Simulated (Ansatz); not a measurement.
# BiN (hypothetical, F-43m): a volume series of phonon spectra, part 2 of 3

Wanted: mode Grüneisen parameters of BiN (hypothetical) and a free-energy fit over volumes. The crystal structure is hypothetical: it was made by swapping elements on a known structure type.

Ansatz 0.2.0; DFT PBE, scalar-relativistic, plane waves, PAW.

So far. Step 2 (A first coarse run): The start is under -4.5 GPa at this level and looks like a metal on this mesh. Step 4 (Tight relaxation): The residual pressure is -5.9e-4 GPa, small enough for phonons.

### Step 5. Lattice dynamics at this volume, V/V0 1

The same q-mesh and k-mesh are kept at every volume, so that much of their error can cancel in the differences.

Contents of input.yaml:

```yaml
crystal:
  lattice:
    - [0.0, 2.7762739454, 2.7762739454]
    - [2.7762739454, 0.0, 2.7762739454]
    - [2.7762739454, 2.7762739454, 0.0]
  atoms:
    - { symbol: Bi, position: [0.0, 0.0, 0.0] }
    - { symbol: "N", position: [0.25, 0.25, 0.25] }
kpoints:
  mp_grid: { grid: [16, 16, 16] }
hamiltonian:
  xc: pbe
scf:
  occupations: { method: methfessel_paxton, width: 0.2 }
output:
  eigenvalues: true
phonons:
  method: dfpt
  qmesh: [4, 4, 4]
  temperatures: { t_max: 1000, t_step: 50 }
  qpath:
    path:
      - [[0.0, 0.0, 0.0], [-0.5, -0.5, 0.0], [-0.375, -0.375, 0.25]]
      - [[-0.375, 0.0, 0.375], [0.0, 0.0, 0.0], [0.0, 0.0, 0.5], [-0.5, -0.25, 0.25], [-0.5, -0.5, 0.0]]
    npoints: 10
```

Started as:

```bash
$ ansatz run input.yaml --threads 4 --pin off --max-ram 8192MiB --backend cpu --events-out ev --progress --plain --runs-dir out
```

Numbers of over 12 decimals in the logs are rounded to 6 here.

The program printed:

```text
Warning: phonons: the dynamical matrix that this run interpolates holds no multipole term above the dipole-dipole one, and a site of this crystal is no centre of inversion, so its interpolated transverse optical and acoustic branches and sound speeds can stay off near Gamma, and the density of states and the thermodynamics with them. What a run solves at a wave vector of phonons.qpoints, Gamma apart, where the deck admits one, is free of this, and under fd what a larger phonons.supercell samples
[...]
Crystal: 2 atoms, lattice volume = 42.797 Å³
Basis set: ecut = 420 eV, 869 PW (Γ), exchange–correlation on 54×54×54 points (8 copies of the dense FFT grid, shifted against one another)
Bands: 14, of which v1, the nominal top of the filled ones, is band 10 counted from 1 (9 counted from 0)
Symmetry: 24 space group operations
k-points: 145 of 4096 (time reversal used)
[...]
SCF iter   1: F=—  HF=-12778.835261 eV  |F-HF|=—  |Δ(HF+E_count)|=         —  Δρ=4.50e-3  dr2=1.29e-2  ethr=1.77e-3  ⟨swp⟩=5.0  Hψ=9636  notcnv=0
[...]
SCF iter  10: F=-12778.832828 eV  HF=-12778.832828 eV  |F-HF|=0.00e0  |Δ(HF+E_count)|=  6.78e-10  S|Δr|=    0.00e0  Δρ=7.44e-8  dr2=4.87e-12  ethr=1.00e-12  ⟨swp⟩=5.7  Hψ=11479  notcnv=0
SCF 1 converged in 10 iterations: F = -12778.832828 eV  dr2 = 4.87e-12
[...]
SCF iter   7: F=-12778.832828 eV  HF=-12778.832828 eV  |F-HF|=3.64e-12  |Δ(HF+E_count)|=  1.09e-11  S|Δr|=    0.00e0  Δρ=5.40e-8  dr2=7.82e-13  ethr=1.00e-12  ⟨swp⟩=2.0  Hψ=5109  notcnv=0
SCF 2 converged in 7 iterations: F = -12778.832828 eV  dr2 = 7.82e-13
phonons: the bands overlap, so this run is a metal and interpolates without the dipole-dipole term. If the crystal is really an insulator or semiconductor, its LO-TO splitting is missing
NSCF: frozen V_eff on 145 k-points
[...]
DFPT response loops at q = (0, 0, 0) (fractional): preconditioner auto → Kerker (q_TF=auto, 2.403 Å⁻¹) (partly filled bands, converged f_vac=0.017); β = 1.00, the filter's whole step (`scf.mixing.beta` (0.50) is not read by the response loops under this deck's `scf.mixing.preconditioner`; to damp them name `kerker` or `kerker_dos`, under which they read `scf.mixing.beta`, and type it under 1.00, their step now; both keys bind the ground state too); Broyden in place of MSR1
[...]
SCF converged after 10 iterations
[...]
Free energy (F): -12778.832828 eV
[...]
Internal energy: -12778.832476 eV  (E = F + TS)
E sigma→0 (E₀):  -12778.832740 eV
Entropy (-TS):   -0.000352 eV (-0.176 meV/atom)
Fermi energy:    9.552122 eV
[...]
--- Band table (eV; the first three rows and the last of 145) ---
  k-point 0: bands = [... 6 lower, 2.3343, 7.5289, 7.5289, 7.5289, 12.5056, 12.5056, 12.5056, 15.7677]
  k-point 1: bands = [... 6 lower, 2.2400, 7.4907, 7.4907, 7.5188, 12.2903, 12.5537, 12.5537, 16.1491]
  k-point 2: bands = [... 6 lower, 1.9688, 7.3863, 7.3863, 7.4683, 11.9232, 12.6814, 12.6814, 16.9317]
  k-point 144: bands = [... 6 lower, -1.1638, 4.8912, 5.0838, 9.8555, 11.5529, 11.8041, 14.8606, 16.3743]
--- Phonons (Γ-DFPT): 2 representative perturbations + reference (Σ response iterations 6) ---
  ASR residual: 1.499e-5 → 0.000e0 eV/Å²; symmetrization residual: 3.676e-7 eV/Å²
  ASR residual per site (eV/Å²): 1.50e-5 1.13e-5
  Γ frequencies (cm⁻¹): 0.00 0.00 0.00 296.71 296.71 296.71
--- Phonons (arbitrary-q DFPT): 8 irreducible q on the 4×4×4 mesh ---
  q = [0.0000, 0.0000, 0.0000] (star 1, of the zone-centre solve; hermiticity 1.73e-7, symmetrization 1.21e-12): -0.00 0.00 0.00 296.71 296.71 296.71
  q = [0.0000, 0.0000, 0.2500] (star 8, 2 solved perturbations on 2176 of 4096 k-point pairs; hermiticity 1.65e-7, symmetrization 8.84e-13): 9.93 9.93 66.16 251.80 277.81 277.81
[...]
q = [0.0000, 0.2500, 0.2500] (star 6, 4 solved perturbations in 3616 linear systems a pass and spin channel, the states on 1160 of 4096 k-point pairs; hermiticity 4.58e-7, symmetrization 3.00e-13): -67.28 -67.28 83.40 185.33 185.33 268.68
[...]
sum rule: each row above includes the acoustic sum rule's correction from the zone centre's row sums; it moved no ω² by more than (0.47 cm⁻¹)²
  mesh force constants: q→R imaginary residual 7.88e-19; ASR residual 1.499e-5 → 0.000e0 eV/Å²; symmetrization residual 6.217e-15 eV/Å²
  interpolated dispersion: 62 rows × 6 modes
  density of states and harmonic sums: on the 20×20×20 q-mesh, interpolated from the force constants of a 4×4×4 supercell (no non-analytic term)
  largest difference from the sums on the solved wave vectors: F 9.83e-2 eV, S 1.20e-4 and C_V 2.26e-5 eV/K
  zero-point energy: 0.050576 eV/cell   skipped modes (ω ≤ 0): 280, of them read as no rigid motion or as one in doubt: 277 (1.052e0 modes/cell left out, lowest -111.96 cm⁻¹)   left out of the sums: 1.75e-1 of the cell's modes: C_V's classical limit lies that fraction below 3 k_B per atom; for a crystal, a wire or a layer, F and S can be off by more, and a phonons.interpolated_qmesh denser along its periods is the remedy for the sampling
```

The job ended after 9.7 min (4 threads of Arm Neoverse V1, shared host; peak memory 4.6 GiB; 38 min of CPU time).

Numbers from this step:

| Item | Value |
| --- | --- |
| Γ frequencies | 0, 0, 0, 296.7, 296.7, 296.7 cm⁻¹ (negative: imaginary) |
| lowest frequency on the path | -112.0 cm⁻¹ |
| point group | -43m |
| highest frequency | 308 cm⁻¹ |

No LO-TO term. The phonon branches at the labelled points (cm⁻¹):

```tsv
point	branch 1	branch 2	branch 3	branch 4	branch 5	branch 6
Γ	0	0	0	297	297	297
halfway	-67	-67	83	185	185	269
X	-112	-112	95	95	104	286
halfway	-91	-85	96	103	107	288
U	-14	13	103	122	152	292
jump to K	-14	13	103	122	152	292
halfway	-37	27	80	214	267	279
Γ	0	0	0	297	297	297
halfway	10	10	66	252	278	278
L	37	37	121	271	271	302
halfway	17	54	115	192	228	300
W	-76	68	110	115	138	265
halfway	-87	-49	103	103	108	283
X	-112	-112	95	95	104	286
```

The phonon branches as a text plot (rows in cm⁻¹):

```
    299 |**              ****       ******      ********
    281 |  **    ********    ********    *******        *   *****
    264 |    ****              *****      *  ** *****    ***
    246 |   *                **   **       **      * *
    229 |                   *    *                  * *
    211 |    **                 *                    * *
    194 |      *           * ***                      * *
    176 |                   *
    159 |       *         *                            *
    142 |                * *                            ****
    124 |        *      ***                     ******   *  *
    107 |        **************               **      ***********
     89 |      **    ***       *             *                 **
     72 |    **                 *           *            ***
     54 |   *              **    *         *         ****   *
     37 |  *               *****  **      *    *******
     19 | *               *     ******   *   **       *      *
      2 |*                           ********
    -16 | **              *    *    **
    -33 |   *            *      ****                   *
    -51 |    **                                         *
    -68 |      *        *                                ***  *
    -86 |       **     *                                    ***
   -103 |         *****                                        **
         Γ           X  U|K            Γ         L        W     X
```

Tetrahedra on 20 20 20, mean over bins of 5 cm⁻¹. The phonon density of states by wavenumber; read off at these points:

```tsv
wavenumber (cm⁻¹)	phonon density of states (1/cm⁻¹/cell)
-112	6.0e-5
-98	0.00326
-82	0.0062
-68	0.0105
-52	0.0126
-42	0.0146
-38	0.0168
-28	0.0146
-12	0.00885
2	0.00807
18	0.0116
32	0.0267
48	0.0207
62	0.00989
78	0.00464
92	0.00941
102	0.0375
108	0.0660
118	0.0230
132	0.00885
148	0.00958
162	0.0104
178	0.0111
192	0.0120
208	0.0126
222	0.0131
238	0.0135
248	0.0143
262	0.0149
278	0.0156
288	0.0581
292	0.0379
308	0.00744
```

The modes has structure finer than the step of the table below, so its rows give means over 20 cm⁻¹, whole bins alone (the curve runs from -121 to 327 cm⁻¹). Peaks (cm⁻¹: height): Bi -28.0: 0.0145, 34.0: 0.0255, 107.3: 0.0527; N 287.8: 0.0490.

Phonopy on the run's constants, 17x17x17 mesh, Gaussian sigma 3.2 cm⁻¹. The modes by wavenumber; means over each step; values in 1/cm⁻¹/cell:

```tsv
wavenumber (cm⁻¹)	Bi	N
-100	5.8e-4	0.00244
-80	0.00285	0.00458
-60	0.00674	0.00476
-40	0.0116	0.00389
-20	0.00974	0.00211
0	0.00283	4.2e-4
20	0.0147	0.00241
40	0.0200	0.00305
60	0.00996	0.00182
80	0.00519	3.4e-4
100	0.0296	0.00163
120	0.0184	0.00342
140	0.00402	0.00534
160	0.00300	0.00698
180	0.00251	0.00793
200	0.00232	0.0104
220	0.00176	0.0105
240	0.00161	0.0124
260	0.00124	0.0131
280	0.00104	0.0300
300	3.8e-4	0.0219
```

No LO-TO term. The modes at Γ (shares of kinetic energy by element, %):

```tsv
mode	frequency (cm⁻¹)	symmetry	Bi %	N %
1	0.0	T2	94	6
2	0.0	T2	94	6
3	0.0	T2	94	6
4	296.7	T2	6	94
5	296.7	T2	6	94
6	296.7	T2	6	94
```

Displacements in mode 6 (296.7 cm⁻¹), the largest set to 1:
```
Bi1  0.00 -0.07 -0.02
N2   0.00  1.00  0.37
```

The lowest solved frequency is -112 cm⁻¹, so the cell is unstable here and gives no valid free energy.

### Step 6. Single point at a scaled cell, V/V0 1.015

Symmetry fixes every atom, so a single point at the scaled cell gives the energy and pressure of this member.

The cell differs from the one that the last finished run ended in (a 3.926 → 3.946 Å, b 3.926 → 3.946 Å, c 3.926 → 3.946 Å).

input.yaml, the sections that differ from step 5:

```yaml
crystal:
  lattice:
    - [0.0, 2.7900864809, 2.7900864809]
    - [2.7900864809, 0.0, 2.7900864809]
    - [2.7900864809, 2.7900864809, 0.0]
  atoms:
    - { symbol: Bi, position: [0.0, 0.0, 0.0] }
    - { symbol: "N", position: [0.25, 0.25, 0.25] }
output:
  forces: true
  stress: true
  eigenvalues: true
# kpoints, hamiltonian, scf: as in step 5
# phonons: removed
```

The program printed:

```text
[...]
Crystal: 2 atoms, lattice volume = 43.439 Å³
Basis set: ecut = 420 eV, 869 PW (Γ), exchange–correlation on 54×54×54 points (8 copies of the dense FFT grid, shifted against one another)
Bands: 14, of which v1, the nominal top of the filled ones, is band 10 counted from 1 (9 counted from 0)
Symmetry: 24 space group operations
[...]
k-points: 145 of 4096 (time reversal used)
[...]
SCF iter   1: F=—  HF=-12778.832620 eV  |F-HF|=—  |Δ(HF+E_count)|=         —  Δρ=4.38e-3  dr2=1.23e-2  ethr=1.77e-3  ⟨swp⟩=4.9  Hψ=9717  notcnv=0
[...]
SCF iter   8: F=-12778.830361 eV  HF=-12778.830361 eV  |F-HF|=3.87e-8  |Δ(HF+E_count)|=   1.04e-7  S|Δr|=    0.00e0  Δρ=8.34e-6  dr2=4.43e-8  ethr=5.00e-10  ⟨swp⟩=3.9  Hψ=8512  notcnv=0
SCF 1 converged in 8 iterations: F = -12778.830361 eV  dr2 = 4.43e-8
[...]
SCF converged after 8 iterations
[...]
Free energy (F): -12778.830361 eV
[...]
Internal energy: -12778.830156 eV  (E = F + TS)
E sigma→0 (E₀):  -12778.830310 eV
Entropy (-TS):   -0.000205 eV (-0.103 meV/atom)
Fermi energy:    9.325645 eV
[...]
--- Stress (GPa, compression-positive) ---
       -1.211130       0.000000      -0.000000
        0.000000      -1.211130       0.000000
        0.000000       0.000000      -1.211130
  P = ⅓ Tr σ = -1.2111 GPa (-12.111 kbar)
--- Band table (eV; the first three rows and the last of 145) ---
  k-point 0: bands = [... 6 lower, 2.0583, 7.3525, 7.3525, 7.3525, 12.2441, 12.2441, 12.2441, 15.4824]
  k-point 1: bands = [... 6 lower, 1.9674, 7.3148, 7.3148, 7.3405, 12.0341, 12.2915, 12.2915, 15.8573]
  k-point 2: bands = [... 6 lower, 1.7054, 7.2117, 7.2117, 7.2851, 11.6759, 12.4175, 12.4175, 16.6327]
  k-point 144: bands = [... 6 lower, -1.3489, 4.7576, 4.9465, 9.6197, 11.3410, 11.5332, 14.5851, 16.1184]
```

Wall time 2.1 s (4 threads); peak memory 0.4 GiB.

Numbers from this step:

```yaml
pressure: -1.211 GPa
volume_per_atom: 21.72 Å³
```

The run ends at a pressure of -1.21 GPa.

### Step 7. Phonons, V/V0 1.015

Phonons at this volume give one point of F(V, T); meshes stay fixed along the series.

input.yaml, the sections that differ from step 6:

```yaml
output:
  eigenvalues: true
phonons:
  method: dfpt
  qmesh: [4, 4, 4]
  temperatures: { t_max: 1000, t_step: 50 }
  qpath:
    path:
      - [[0.0, 0.0, 0.0], [-0.5, -0.5, 0.0], [-0.375, -0.375, 0.25]]
      - [[-0.375, 0.0, 0.375], [0.0, 0.0, 0.0], [0.0, 0.0, 0.5], [-0.5, -0.25, 0.25], [-0.5, -0.5, 0.0]]
    npoints: 10
# crystal, kpoints, hamiltonian, scf: as in step 6
```

The program printed:

```text
[...]
Crystal: 2 atoms, lattice volume = 43.439 Å³
Basis set: ecut = 420 eV, 869 PW (Γ), exchange–correlation on 54×54×54 points (8 copies of the dense FFT grid, shifted against one another)
Bands: 14, of which v1, the nominal top of the filled ones, is band 10 counted from 1 (9 counted from 0)
Symmetry: 24 space group operations
k-points: 145 of 4096 (time reversal used)
[...]
k-point 144: bands = [... 6 lower, -1.3490, 4.7576, 4.9466, 9.6198, 11.3410, 11.5331, 14.5851, 16.1183]
[...]
ASR residual: 6.530e-6 → 0.000e0 eV/Å²; symmetrization residual: 4.042e-7 eV/Å²
  ASR residual per site (eV/Å²): 6.53e-6 1.11e-6
  Γ frequencies (cm⁻¹): 0.00 0.00 0.00 289.46 289.46 289.46
--- Phonons (arbitrary-q DFPT): 8 irreducible q on the 4×4×4 mesh ---
[...]
interpolated dispersion: 62 rows × 6 modes
[...]
[key lines of the parts left out:]
SCF converged after 10 iterations
Free energy (F): -12778.830361 eV
Fermi energy:    9.325697 eV
```

It took 9.7 min on 4 threads; peak memory 4.7 GiB.

The lowest solved frequency is -113 cm⁻¹, so the cell is unstable here and gives no valid free energy. The highest zone-centre mode (no LO–TO term) moved by -2.4 % for a volume change of +1.5 %.

### Step 8. A cell at another volume, V/V0 0.985

Symmetry fixes every atom, so a single point at the scaled cell gives the energy and pressure of this member.

The cell differs from the one that the last finished run ended in (a 3.946 → 3.907 Å, b 3.946 → 3.907 Å, c 3.946 → 3.907 Å).

input.yaml, the sections that differ from step 7:

```yaml
crystal:
  lattice:
    - [0.0, 2.7623225846, 2.7623225846]
    - [2.7623225846, 0.0, 2.7623225846]
    - [2.7623225846, 2.7623225846, 0.0]
  atoms:
    - { symbol: Bi, position: [0.0, 0.0, 0.0] }
    - { symbol: "N", position: [0.25, 0.25, 0.25] }
output:
  forces: true
  stress: true
  eigenvalues: true
# kpoints, hamiltonian, scf: as in step 7
# phonons: removed
```

The program printed:

```text
[...]
Crystal: 2 atoms, lattice volume = 42.155 Å³
Basis set: ecut = 420 eV, 869 PW (Γ), exchange–correlation on 54×54×54 points (8 copies of the dense FFT grid, shifted against one another)
Bands: 14, of which v1, the nominal top of the filled ones, is band 10 counted from 1 (9 counted from 0)
Symmetry: 24 space group operations
[...]
k-points: 145 of 4096 (time reversal used)
[...]
--- Band table (eV; the first three rows and the last of 145) ---
  k-point 0: bands = [... 6 lower, 2.6176, 7.7104, 7.7104, 7.7104, 12.7747, 12.7747, 12.7747, 16.0625]
  k-point 1: bands = [... 6 lower, 2.5199, 7.6718, 7.6718, 7.7026, 12.5540, 12.8235, 12.8235, 16.4504]
  k-point 2: bands = [... 6 lower, 2.2389, 7.5661, 7.5661, 7.6571, 12.1776, 12.9528, 12.9528, 17.2400]
  k-point 144: bands = [... 6 lower, -0.9740, 5.0289, 5.2254, 10.0999, 11.7712, 12.0829, 15.1418, 16.6409]
[key lines of the parts left out:]
SCF converged after 8 iterations
Free energy (F): -12778.830252 eV
Fermi energy:    9.785546 eV
P = ⅓ Tr σ = 1.3073 GPa (13.073 kbar)
```

The job ended after 2 s (4 threads; peak memory 0.4 GiB; 7.6 s of CPU time).

The run ends at a pressure of 1.31 GPa.

### Step 9. Phonons, V/V0 0.985

The same q-mesh and k-mesh are kept at every volume, so that much of their error can cancel in the differences.

input.yaml, the sections that differ from step 8:

```yaml
output:
  eigenvalues: true
phonons:
  method: dfpt
  qmesh: [4, 4, 4]
  temperatures: { t_max: 1000, t_step: 50 }
  qpath:
    path:
      - [[0.0, 0.0, 0.0], [-0.5, -0.5, 0.0], [-0.375, -0.375, 0.25]]
      - [[-0.375, 0.0, 0.375], [0.0, 0.0, 0.0], [0.0, 0.0, 0.5], [-0.5, -0.25, 0.25], [-0.5, -0.5, 0.0]]
    npoints: 10
# crystal, kpoints, hamiltonian, scf: as in step 8
```

The program printed:

```text
[...]
Crystal: 2 atoms, lattice volume = 42.155 Å³
Basis set: ecut = 420 eV, 869 PW (Γ), exchange–correlation on 54×54×54 points (8 copies of the dense FFT grid, shifted against one another)
Bands: 14, of which v1, the nominal top of the filled ones, is band 10 counted from 1 (9 counted from 0)
Symmetry: 24 space group operations
k-points: 145 of 4096 (time reversal used)
[...]
k-point 144: bands = [... 6 lower, -0.9741, 5.0289, 5.2255, 10.1000, 11.7712, 12.0829, 15.1419, 16.6408]
[...]
ASR residual: 2.823e-5 → 0.000e0 eV/Å²; symmetrization residual: 3.914e-7 eV/Å²
  ASR residual per site (eV/Å²): 8.54e-7 2.82e-5
  Γ frequencies (cm⁻¹): 0.00 0.00 0.00 304.16 304.16 304.16
--- Phonons (arbitrary-q DFPT): 8 irreducible q on the 4×4×4 mesh ---
[...]
interpolated dispersion: 62 rows × 6 modes
[...]
[key lines of the parts left out:]
SCF converged after 11 iterations
Free energy (F): -12778.830252 eV
Fermi energy:    9.785611 eV
```

Run time: 9.6 min. Hardware: 4 threads; peak memory 4.6 GiB; 38 min of CPU time.

The lowest solved frequency is -112 cm⁻¹, so the cell is unstable here and gives no valid free energy. The highest zone-centre mode (no LO–TO term) moved by +2.5 % for a volume change of -1.5 %.

### Step 10. A cell at another volume, V/V0 1.03

Symmetry fixes every atom, so a single point at the scaled cell gives the energy and pressure of this member.

The cell differs from the one that the last finished run ended in (a 3.907 → 3.965 Å, b 3.907 → 3.965 Å, c 3.907 → 3.965 Å).

input.yaml, the sections that differ from step 9:

```yaml
crystal:
  lattice:
    - [0.0, 2.803763594, 2.803763594]
    - [2.803763594, 0.0, 2.803763594]
    - [2.803763594, 2.803763594, 0.0]
  atoms:
    - { symbol: Bi, position: [0.0, 0.0, 0.0] }
    - { symbol: "N", position: [0.25, 0.25, 0.25] }
output:
  forces: true
  stress: true
  eigenvalues: true
# kpoints, hamiltonian, scf: as in step 9
# phonons: removed
```

The program printed:

```text
[...]
Crystal: 2 atoms, lattice volume = 44.081 Å³
Basis set: ecut = 420 eV, 869 PW (Γ), exchange–correlation on 54×54×54 points (8 copies of the dense FFT grid, shifted against one another)
Bands: 14, of which v1, the nominal top of the filled ones, is band 10 counted from 1 (9 counted from 0)
Symmetry: 24 space group operations
[...]
k-points: 145 of 4096 (time reversal used)
[...]
--- Band table (eV; the first three rows and the last of 145) ---
  k-point 0: bands = [... 6 lower, 1.7894, 7.1811, 7.1811, 7.1811, 11.9897, 11.9897, 11.9897, 15.2060]
  k-point 1: bands = [... 6 lower, 1.7016, 7.1438, 7.1438, 7.1674, 11.7849, 12.0364, 12.0364, 15.5745]
  k-point 2: bands = [... 6 lower, 1.4484, 7.0420, 7.0420, 7.1074, 11.4353, 12.1609, 12.1609, 16.3423]
  k-point 144: bands = [... 6 lower, -1.5299, 4.6276, 4.8129, 9.3905, 11.1345, 11.2697, 14.3139, 15.8721]
[key lines of the parts left out:]
SCF converged after 8 iterations
Free energy (F): -12778.823251 eV
Fermi energy:    9.105953 eV
P = ⅓ Tr σ = -2.3303 GPa (-23.303 kbar)
```

Run time: 2.1 s. Hardware: 4 threads; peak memory 0.4 GiB.

The run ends at a pressure of -2.33 GPa.

(Continued in part 3 of 3.)

[Logs are printed without paths, hosts, clocks, repeated set-up lines and the standing remarks that a program may print on its own settings, such as how far it seeks lower states.]

[Hosts, paths, dates, database ids (printed as entryN), source tags and the programs' standing remarks are cut or masked in the printed files.]

[A step with changed settings may run another functional than the one named; its input shows which.]


